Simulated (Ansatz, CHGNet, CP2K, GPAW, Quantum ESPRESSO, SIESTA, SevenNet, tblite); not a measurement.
## SIESTA on C(111) slab, H on the bottom face (80 atoms): settings against a plane-wave reference

Wanted: SIESTA inputs and outputs for C(111) slab, H on the bottom face (80 atoms), checked against a plane-wave reference.

Method: the method is named at each step, in SIESTA 5.4.2.

## 1. Set-up

The cell holds 80 atoms: 64 C and 16 H. Its edges and angles: a = 10.089 Å, b = 10.089 Å, c = 15.664 Å, α = 90.0°, β = 90.0°, γ = 120.0°. It derives from C (diamond-structure). Diamond-structure C (a = 3.567 Å), (111) slab of 4 atomic planes, 4 x 4 surface cells, H on the broken bonds of the bottom face, 12 Å of vacuum; displaced by a Gaussian of 0.02 Å. Then every atom was moved at random, 0.05 Å r.m.s. a Cartesian component (hydrogen 0.6 of that). Regions: slab, 64 atoms (64 C); hydrogen, 16 atoms (16 H). Vacuum lies along c.

The yardstick, on the same geometry:

| Property | Result |
| --- | --- |
| method | Kohn-Sham DFT, PBE, PAW, plane waves (Ansatz 0.2.0); cutoff 420 eV, Γ point, fermi-dirac smearing of 0.05 eV; PAW set soft_2 |
| r.m.s. force component | 2.002 eV/Å |
| longest force | 7.43 eV/Å |
| SCF cycles | 17 |
| time | 8.8 s on 6 threads of Intel Xeon at 2.30GHz, shared host |
| CPU time | 39 s |

## 2. PBE, DZP, shift 0.01 Ry, mesh 300 Ry

Method: Kohn-Sham DFT, PBE, PseudoDojo 0.4.1 norm-conserving pseudopotentials (converted to PSML), numerical atomic orbitals (DZP), diagonalisation.

The .psml files are PseudoDojo norm-conserving potentials that we converted to this format, checked against plane waves on the same files for H, C, O, Si, Ge and Ca alone.

input.fdf

```
SystemLabel cell
NumberOfAtoms 80
NumberOfSpecies 2
%block ChemicalSpeciesLabel
  1 6 C
  2 1 H
%endblock ChemicalSpeciesLabel
LatticeConstant 1.0 Ang
%block LatticeVectors
  10.08900 0.00000 0.00000
  -5.04450 8.73733 0.00000
  0.00000 0.00000 15.66426
%endblock LatticeVectors
PAO.BasisSize DZP
PAO.EnergyShift 0.01 Ry
XC.Functional GGA
XC.Authors PBE
MeshCutoff 300 Ry
%block kgrid_Monkhorst_Pack
  1 0 0 0.0
  0 1 0 0.0
  0 0 1 0.0
%endblock kgrid_Monkhorst_Pack
SolutionMethod diagon
OccupationFunction FD
ElectronicTemperature 580 K
SCF.Mixer.Method Pulay
SCF.Mixer.Weight 0.05
SCF.Mixer.History 8
SCF.Mix Hamiltonian
MaxSCFIterations 300
SCF.DM.Tolerance 1e-04
SCF.H.Tolerance 1.0e-3 eV
WriteForces T
Write.HirshfeldPop T
Write.VoronoiPop T
Write.DM F
Write.H F
XML.Write F
AtomicCoordinatesFormat Fractional
%block AtomicCoordinatesAndAtomicSpecies
  0.33323 0.92012 0.48612 1
  0.25078 0.00094 0.45298 1
  0.17480 0.83696 0.62009 1
  0.33752 0.91478 0.58576 1
  0.33679 0.66547 0.48598 1
  0.25229 0.75159 0.45481 1
  0.16265 0.57567 0.61469 1
  0.32500 0.67213 0.58573 1
  0.58204 0.91361 0.48443 1
  0.49789 0.99767 0.45205 1
  0.40069 0.83242 0.61901 1
  0.58047 0.91652 0.58506 1
  0.33184 0.41501 0.48562 1
  0.24836 0.50427 0.45172 1
  0.16125 0.33219 0.61878 1
  0.33640 0.41166 0.57728 1
  0.58710 0.66940 0.48454 1
  0.50254 0.75157 0.45360 1
  0.42425 0.58512 0.61342 1
  0.59524 0.67009 0.59063 1
  0.83275 0.91547 0.48567 1
  0.74804 0.99988 0.45220 1
  0.66302 0.82844 0.61669 1
  0.83465 0.91171 0.58053 1
  0.33539 0.16275 0.48191 1
  0.24885 0.25069 0.45184 1
  0.16807 0.08427 0.61406 1
  0.33166 0.16623 0.57646 1
  0.58480 0.41763 0.48625 1
  0.50213 0.49844 0.45178 1
  0.42264 0.33124 0.61509 1
  0.58757 0.42531 0.58156 1
  0.83521 0.66955 0.48430 1
  0.75256 0.75218 0.45311 1
  0.66891 0.59430 0.61641 1
  0.83036 0.67065 0.57598 1
  0.08364 0.91899 0.48558 1
  0.99993 0.00181 0.45263 1
  0.91673 0.82670 0.61890 1
  0.07633 0.90927 0.58587 1
  0.58214 0.16349 0.48470 1
  0.49967 0.25011 0.45178 1
  0.42565 0.08624 0.62041 1
  0.58445 0.16757 0.58047 1
  0.83116 0.41397 0.48364 1
  0.75309 0.50380 0.45207 1
  0.67167 0.32712 0.61627 1
  0.82813 0.41830 0.58524 1
  0.08138 0.66677 0.48522 1
  0.99532 0.75035 0.45496 1
  0.91378 0.59099 0.61618 1
  0.07835 0.66752 0.58876 1
  0.83404 0.16632 0.48540 1
  0.75304 0.25434 0.45120 1
  0.66433 0.08705 0.61169 1
  0.83894 0.16304 0.59140 1
[... 20 atom lines left out ...]
  0.00143 0.74878 0.38255 2
  0.75149 0.24909 0.38206 2
  0.99611 0.49593 0.38326 2
  0.00104 0.25007 0.38312 2
%endblock AtomicCoordinatesAndAtomicSpecies
```

Run with:

```sh
$ OMP_NUM_THREADS=1 mpirun -np 2 siesta < input.fdf > output.txt
```

Log:

```text
Version         : 5.4.2
reinit: System Name:
reinit: System Label: cell
initatom: Reading input for the pseudopotentials and atomic orbitals ----------
Species number:   1 Atomic number:    6 Label: C
Species number:   2 Atomic number:    1 Label: H
Ground state valence configuration (from tables):   2s02  2p02  3d00  4f00
Ground state valence configuration (from tables):   1s01  2p00  3d00  4f00
---- Processing specs for species: C
GGA--PBE XC_GGA_X_PBE--XC_GGA_C_PBE pb
---- Processing specs for species: H
GGA--PBE XC_GGA_X_PBE--XC_GGA_C_PBE pb
C pseudopotential only contains V_ls up to l=1 -- lmxkb reset.
H pseudopotential only contains V_ls up to l=1 -- lmxkb reset.
Using PAO.SplitTailNorm
%block ChemicalSpeciesLabel
    1    6 C                       # Species index, atomic number, species label
    2    1 H                       # Species index, atomic number, species label
%endblock ChemicalSpeciesLabel
%block PAO.Basis                 # Define Basis set
C                     2                    # Species label, number of l-shells
 n=2   0   2                         # n, l, Nzeta
   4.484      3.048
   1.000      1.000
 n=2   1   2 P   1                   # n, l, Nzeta, Polarization, NzetaPol
   5.436      3.692
   1.000      1.000
H                     1                    # Species label, number of l-shells
 n=1   0   2 P   1                   # n, l, Nzeta, Polarization, NzetaPol
   5.233      3.529
   1.000      1.000
%endblock PAO.Basis
coor:   Atomic-coordinates input format  =     Fractional
siesta: System type = slab
initatomlists: Number of atoms, orbitals, and projectors:     80   912   592
siesta: ******************** Simulation parameters ****************************
Total number of electrons:   272.000000
Total ionic charge:   272.000000
 Kpoints in:            1 . Kpoints trimmed:            1
siesta: k-grid: Number of k-points = 1
siesta: k-points from Monkhorst-Pack grid
siesta: k-cutoff (effective) =     5.044 Ang
siesta: k-point supercell and displacements
siesta: k-grid:     1     0     0      0.000
siesta: k-grid:     0     1     0      0.000
siesta: k-grid:     0     0     1      0.000
                     ====================================
                        Single-point calculation
                     ====================================
outcell: Unit cell vectors (Ang):
       10.089000    0.000000    0.000000
       -5.044500    8.737330    0.000000
        0.000000    0.000000   15.664260
outcell: Cell vector modules (Ang)   :   10.089000   10.089000   15.664260
outcell: Cell angles (23,13,12) (deg):     90.0000     90.0000    120.0000
outcell: Cell volume (Ang**3)        :   1380.8190
Gamma-point calculation with multiply-connected orbital pairs
Folding of H and S implicitly performed
Gamma-point calculation with multiply-connected orbital pairs
Folding of H and S implicitly performed
new_DM -- step:     1
Initializing Density Matrix...
Attempting to read DM from file... Failed...
DM filled with atomic data:
InitMesh: MESH = 96 x 96 x 180 = 1658880
InitMesh: Mesh cutoff (required, used) =   300.000   333.647 Ry
stepf: Fermi-Dirac step function
        iscf     Eharris(eV)        E_KS(eV)     FreeEng(eV)     dDmax    Ef(eV) dHmax(eV)
   scf:    1   -10503.208597   -10656.595934   -10656.870552  1.884312 -5.712044 10.294883
   scf:    2   -10661.148528   -10670.074374   -10670.447401  0.573916 -5.521089  8.782986
   scf:    3   -10668.761484   -10674.187025   -10674.575334  0.499212 -5.411733  7.153468
   scf:    4   -10676.151698   -10676.601509   -10677.007464  0.206761 -5.221850  4.002821
   scf:    5   -10674.885389   -10677.052290   -10677.466416  0.327580 -4.964682  5.233762
   scf:    6   -10675.901955   -10678.274493   -10678.733648  0.288978 -4.667679  2.919573
[...]
scf:   34   -10680.167678   -10680.167679   -10680.626687  0.000086 -4.134155  0.001434
   scf:   35   -10680.167684   -10680.167682   -10680.626688  0.000126 -4.134211  0.001398
   scf:   36   -10680.167677   -10680.167680   -10680.626689  0.000096 -4.134279  0.000648
SCF Convergence by DM+H criterion
max |DM_out - DM_in|         :     0.0000958424
max |H_out - H_in|      (eV) :     0.0006481412
SCF cycle converged after 36 iterations
Using DM_out to compute the final energy and forces
siesta: E_KS(eV) =           -10680.1677
siesta: E_KS - E_eggbox =    -10680.1677
siesta: Atomic forces (eV/Ang):
     1    1.042933   -0.638416   -1.586365
     2   -0.244047   -0.939633    1.520879
     3   -1.725427   -1.413708   -3.515145
     4   -4.336872    3.179825    2.202079
     5   -1.494610    1.058448   -1.384171
     6   -0.917332   -0.072834   -0.126708
[...]
78    0.065629    0.086252   -1.247533
    79    0.045414    0.271715   -0.690679
    80   -0.073059   -0.056059   -0.338666
----------------------------------------
   Tot   -0.005072   -0.003228   -0.017163
----------------------------------------
   Max    7.678927
   Res    2.093475    sqrt( Sum f_i^2 / 3N )
----------------------------------------
   Max    7.678927    constrained
Stress tensor Voigt[x,y,z,yz,xz,xy] (kbar):      -33.88      -31.10      -24.95        2.08        2.11        2.17
(Free)E + p*V (eV/cell)   -10654.7886
Target enthalpy (eV/cell)   -10680.6267
siesta: Program's energy decomposition (eV):
siesta: Ebs     =     -3498.546008
siesta: Eions   =     18553.498008
siesta: Ena     =      4980.690415
siesta: Ekin    =      7428.460305
siesta: Enl     =      -412.148282
siesta: DEna    =      -258.543582
siesta: DUscf   =        21.791075
siesta: Ex      =     -3539.396814
siesta: Ec      =      -347.522789
siesta: Exc     =     -3886.919603
siesta: Eharris =    -10680.167677
siesta: Etot    =    -10680.167680
siesta: FreeEng =    -10680.626689
siesta: Final energy (eV):
siesta:  Band Struct. =   -3498.546008
siesta:       Kinetic =    7428.460305
siesta:       Hartree =   52071.468269
siesta:         Exch. =   -3539.396814
siesta:         Corr. =    -347.522789
siesta:   Exch.-corr. =   -3886.919603
siesta:  Ion-electron = -110780.987874
siesta:       Ion-ion =   44487.811223
siesta:         Total =  -10680.167680
siesta:         Fermi =      -4.134279
siesta: Stress tensor (static) (eV/Ang**3):
siesta:    -0.021148    0.001353    0.001319
siesta:     0.001353   -0.019413    0.001301
siesta:     0.001319    0.001301   -0.015575
siesta: Cell volume =       1380.818967 Ang**3
siesta: Pressure (static):
siesta:                Solid            Molecule  Units
siesta:           0.00020380          0.00012934  Ry/Bohr**3
siesta:           0.01871218          0.01187501  eV/Ang**3
siesta:          29.98021270         19.02586451  kBar
    Orbital volume contribution        =          28.398252 eV
    (Free)E + p_basis*V_orbitals       =      -10652.228436 eV
    (Free)Eharris+ p_basis*V_orbitals  =      -10652.228434 eV
siesta: Electric dipole (a.u.)  =    0.000000    0.000000   -3.902430
siesta: Electric dipole (Debye) =    0.000000    0.000000   -9.918989
Hirshfeld Atomic Populations:
Atom #   charge [q] valence [e]  Species
     1     0.027362    3.972638  C
     2    -0.022942    4.022942  C
     3    -0.015237    4.015237  C
     4    -0.016259    4.016259  C
     5     0.037151    3.962849  C
     6    -0.012907    4.012907  C
[...]
65     0.010750    0.989250  H
    66     0.015290    0.984710  H
    67     0.009621    0.990379  H
    68     0.016191    0.983809  H
    69     0.022837    0.977163  H
    70     0.020583    0.979417  H
[...]
--------------------
 Total    -0.000019
Voronoi Atomic Populations:
Atom #   charge [q] valence [e]  Species
[...]
62    -0.003379    4.003379  C
    63    -0.062232    4.062232  C
    64    -0.013504    4.013504  C
[...]
78     0.015250    0.984750  H
    79     0.013136    0.986864  H
    80     0.003449    0.996551  H
--------------------
 Total    -0.000019
```

Elapsed: 4.6 min, on 2 MPI ranks of Intel Xeon at 2.30GHz, shared host; peak memory 1.1 GiB; 9.2 min of CPU time.

Banners, paths, timers and routine set-up lines are dropped from the logs unmarked, and long logs keep their key lines alone; longer cuts are marked.

Compared with the plane-wave run:

| Item | Value |
| --- | --- |
| r.m.s. force component | 2.093 eV/Å |
| r.m.s. difference of force components | 233.5 meV/Å |
| longest difference of force vectors | 857.5 meV/Å |
| force difference over r.m.s. force | 11.66 % |
| slope of forces against the reference's | 1.04 |
| correlation of force components | 0.9945 |

Length of the force difference by element (eV/Å):

```csv
element,atoms,mean,most
C,64,0.32,0.86
H,16,0.53,0.69
```

The surroundings of C20, picked at random, nearest first, numbered as they follow in the input and with coordinates relative to it.

```csv
atom,x,y,z,distance (Å),bonds,Hirshfeld charge (e),Fx,Fy,Fz (eV/Å)
C20,0.00,0.00,0.00,0.00,4,0.00,-6.34,0.26,1.97
C35,1.13,-0.66,0.40,1.37,3,-0.03,5.63,-3.79,-2.88
C23,-0.11,1.38,0.41,1.45,3,-0.01,0.69,3.62,-3.22
C19,-1.30,-0.74,0.36,1.54,3,0.03,-1.74,-1.31,-3.04
C17,-0.08,-0.01,-1.66,1.66,4,0.07,-0.07,-0.98,-1.08
C36,2.37,0.00,-0.23,2.38,4,-0.03,1.25,-0.93,6.08
C24,1.20,2.11,-0.16,2.43,4,-0.01,-1.55,1.23,6.39
C32,1.16,-2.14,-0.14,2.44,4,0.00,0.74,-1.74,6.25
C34,1.17,0.72,-2.15,2.56,4,-0.02,-0.31,-0.33,0.68
```

Forces lie 12 % from the reference's, at 14 times its CPU time (on 2 against 6 cores).

## 3. PBE, SZP, shift 0.01 Ry, mesh 300 Ry

Method: Kohn-Sham DFT, PBE, PseudoDojo 0.4.1 norm-conserving pseudopotentials (converted to PSML), numerical atomic orbitals (SZP), diagonalisation.

Changes to input.fdf since step 2:

```diff
@@ -13,3 +13,3 @@
 %endblock LatticeVectors
-PAO.BasisSize DZP
+PAO.BasisSize SZP
 PAO.EnergyShift 0.01 Ry
```

Run with:

```sh
$ OMP_NUM_THREADS=1 siesta < input.fdf > output.txt
```

Log:

```text
Version         : 5.4.2
reinit: System Name:
reinit: System Label: cell
initatom: Reading input for the pseudopotentials and atomic orbitals ----------
Species number:   1 Atomic number:    6 Label: C
Species number:   2 Atomic number:    1 Label: H
Ground state valence configuration (from tables):   2s02  2p02  3d00  4f00
Ground state valence configuration (from tables):   1s01  2p00  3d00  4f00
---- Processing specs for species: C
GGA--PBE XC_GGA_X_PBE--XC_GGA_C_PBE pb
---- Processing specs for species: H
GGA--PBE XC_GGA_X_PBE--XC_GGA_C_PBE pb
[... lines left out ...]
        iscf     Eharris(eV)        E_KS(eV)     FreeEng(eV)     dDmax    Ef(eV) dHmax(eV)
[... lines left out ...]
SCF Convergence by DM+H criterion
[... lines left out ...]
SCF cycle converged after 34 iterations
[... lines left out ...]
   Max    8.067418
[... lines left out ...]
   Max    8.067418    constrained
Stress tensor Voigt[x,y,z,yz,xz,xy] (kbar):      -56.67      -54.77      -72.11        1.57        2.64        0.96
[... lines left out ...]
siesta: FreeEng =    -10634.913364
[... lines left out ...]
siesta:         Fermi =      -4.648025
siesta: Stress tensor (static) (eV/Ang**3):
siesta:    -0.035371    0.000599    0.001649
siesta:     0.000599   -0.034182    0.000978
siesta:     0.001649    0.000978   -0.045010
siesta: Cell volume =       1380.818967 Ang**3
siesta: Pressure (static):
siesta:                Solid            Molecule  Units
siesta:           0.00041591          0.00025225  Ry/Bohr**3
siesta:           0.03818754          0.02316043  eV/Ang**3
siesta:          61.18318783         37.10710706  kBar
    Orbital volume contribution        =          23.953615 eV
    (Free)E + p_basis*V_orbitals       =      -10610.959748 eV
    (Free)Eharris+ p_basis*V_orbitals  =      -10610.959749 eV
siesta: Electric dipole (a.u.)  =    0.000000    0.000000   -3.936097
siesta: Electric dipole (Debye) =    0.000000    0.000000  -10.004560
Hirshfeld Atomic Populations:
Atom #   charge [q] valence [e]  Species
     1     0.024275    3.975725  C
     2    -0.028379    4.028379  C
     3    -0.017772    4.017772  C
[...]
65     0.022116    0.977884  H
    66     0.027112    0.972888  H
    67     0.021514    0.978486  H
[...]
--------------------
 Total    -0.000003
Voronoi Atomic Populations:
Atom #   charge [q] valence [e]  Species
[...]
63    -0.058538    4.058538  C
    64    -0.012657    4.012657  C
[...]
79    -0.006215    1.006215  H
    80    -0.015090    1.015090  H
--------------------
 Total    -0.000003
```

It took 5.2 min on 1 thread; peak memory 0.77 GiB.

Numbers from this run, and their distance from the reference:

* r.m.s. force component: 2.225 eV/Å
* r.m.s. difference of force components: 730.7 meV/Å
* longest difference of force vectors: 2233 meV/Å
* force difference over r.m.s. force: 36.49 %
* slope of forces against the reference's: 1.051
* correlation of force components: 0.9457

This is a coarse setting, run to see what it loses.

Against the first run (12 %), the force difference from the reference is 36 %, at 0.57 times the CPU time (on 1 against 2 cores), with 640 basis functions against 912: the smaller basis costs accuracy.

## 4. PBE, DZ, shift 0.01 Ry, mesh 300 Ry

Method: Kohn-Sham DFT, PBE, PseudoDojo 0.4.1 norm-conserving pseudopotentials (converted to PSML), numerical atomic orbitals (DZ), diagonalisation.

Changes to input.fdf since step 3:

```diff
@@ -13,3 +13,3 @@
 %endblock LatticeVectors
-PAO.BasisSize SZP
+PAO.BasisSize DZ
 PAO.EnergyShift 0.01 Ry
```

Log:

```text
Version         : 5.4.2
reinit: System Name:
reinit: System Label: cell
initatom: Reading input for the pseudopotentials and atomic orbitals ----------
Species number:   1 Atomic number:    6 Label: C
Species number:   2 Atomic number:    1 Label: H
Ground state valence configuration (from tables):   2s02  2p02  3d00  4f00
Ground state valence configuration (from tables):   1s01  2p00  3d00  4f00
---- Processing specs for species: C
GGA--PBE XC_GGA_X_PBE--XC_GGA_C_PBE pb
---- Processing specs for species: H
GGA--PBE XC_GGA_X_PBE--XC_GGA_C_PBE pb
C pseudopotential only contains V_ls up to l=1 -- lmxkb reset.
Using PAO.SplitTailNorm
%block ChemicalSpeciesLabel
    1    6 C                       # Species index, atomic number, species label
[... lines left out ...]
Total number of electrons:   272.000000
[... lines left out ...]
stepf: Fermi-Dirac step function
        iscf     Eharris(eV)        E_KS(eV)     FreeEng(eV)     dDmax    Ef(eV) dHmax(eV)
[... lines left out ...]
SCF Convergence by DM+H criterion
[... lines left out ...]
SCF cycle converged after 36 iterations
[... lines left out ...]
   Max    7.964596
[... lines left out ...]
   Max    7.964596    constrained
Stress tensor Voigt[x,y,z,yz,xz,xy] (kbar):      -49.05      -45.72      -39.91        2.23        2.26        2.18
[... lines left out ...]
siesta: Exc     =     -3889.893497
siesta: Eharris =    -10662.769556
siesta: Etot    =    -10662.769558
siesta: FreeEng =    -10663.239861
siesta: Final energy (eV):
siesta:  Band Struct. =   -3596.193271
siesta:       Kinetic =    7532.072665
siesta:       Hartree =   51954.974355
siesta:         Exch. =   -3543.185490
siesta:         Corr. =    -346.708007
siesta:   Exch.-corr. =   -3889.893497
siesta:  Ion-electron = -110747.734304
siesta:       Ion-ion =   44487.811223
siesta:         Total =  -10662.769558
siesta:         Fermi =      -4.088435
siesta: Stress tensor (static) (eV/Ang**3):
siesta:    -0.030617    0.001362    0.001410
siesta:     0.001362   -0.028536    0.001394
siesta:     0.001410    0.001394   -0.024907
siesta: Cell volume =       1380.818967 Ang**3
siesta: Pressure (static):
siesta:                Solid            Molecule  Units
siesta:           0.00030517          0.00019873  Ry/Bohr**3
siesta:           0.02801981          0.01824663  eV/Ang**3
siesta:          44.89268615         29.23431698  kBar
    Orbital volume contribution        =          18.657443 eV
    (Free)E + p_basis*V_orbitals       =      -10644.582417 eV
    (Free)Eharris+ p_basis*V_orbitals  =      -10644.582415 eV
siesta: Electric dipole (a.u.)  =    0.000000    0.000000   -4.623890
siesta: Electric dipole (Debye) =    0.000000    0.000000  -11.752757
Hirshfeld Atomic Populations:
Atom #   charge [q] valence [e]  Species
     1     0.025262    3.974738  C
     2    -0.018859    4.018859  C
     3    -0.017821    4.017821  C
[...]
65     0.007176    0.992824  H
    66     0.008452    0.991548  H
    67     0.005487    0.994513  H
[...]
--------------------
 Total    -0.000012
Voronoi Atomic Populations:
Atom #   charge [q] valence [e]  Species
[...]
63    -0.055410    4.055410  C
    64    -0.013011    4.013011  C
[...]
79     0.019850    0.980150  H
    80     0.008077    0.991923  H
--------------------
 Total    -0.000013
```

The job ended after 2.2 min (1 thread; peak memory 0.57 GiB).

Numbers from this run, and their distance from the reference:

```yaml
r_m_s_force_component: 2.152 eV/Å
r_m_s_difference_of_force_components: 321.4 meV/Å
longest_difference_of_force_vectors: 1207 meV/Å
force_difference_over_r_m_s_force: 16.05 %
slope_of_forces_against_the_reference_s: 1.065
correlation_of_force_components: 0.9906
```

This is a coarse setting, run to see what it loses.

Against the first run (12 %), the force difference from the reference is 16 %, at 0.24 times the CPU time (on 1 against 2 cores), with 544 basis functions against 912: the smaller basis costs accuracy.

(Continued in part 2 of 2.)

[Also dropped from logs without a mark: logging warnings of Python, and SIESTA's first energy breakdown and zero terms.]

[Logs are printed without paths, hosts, clocks, repeated set-up lines and the standing remarks that a program may print on its own settings, such as how far it seeks lower states.]

[Hosts, paths, dates, database ids (printed as entryN), source tags and the programs' standing remarks are cut or masked in the printed files.]
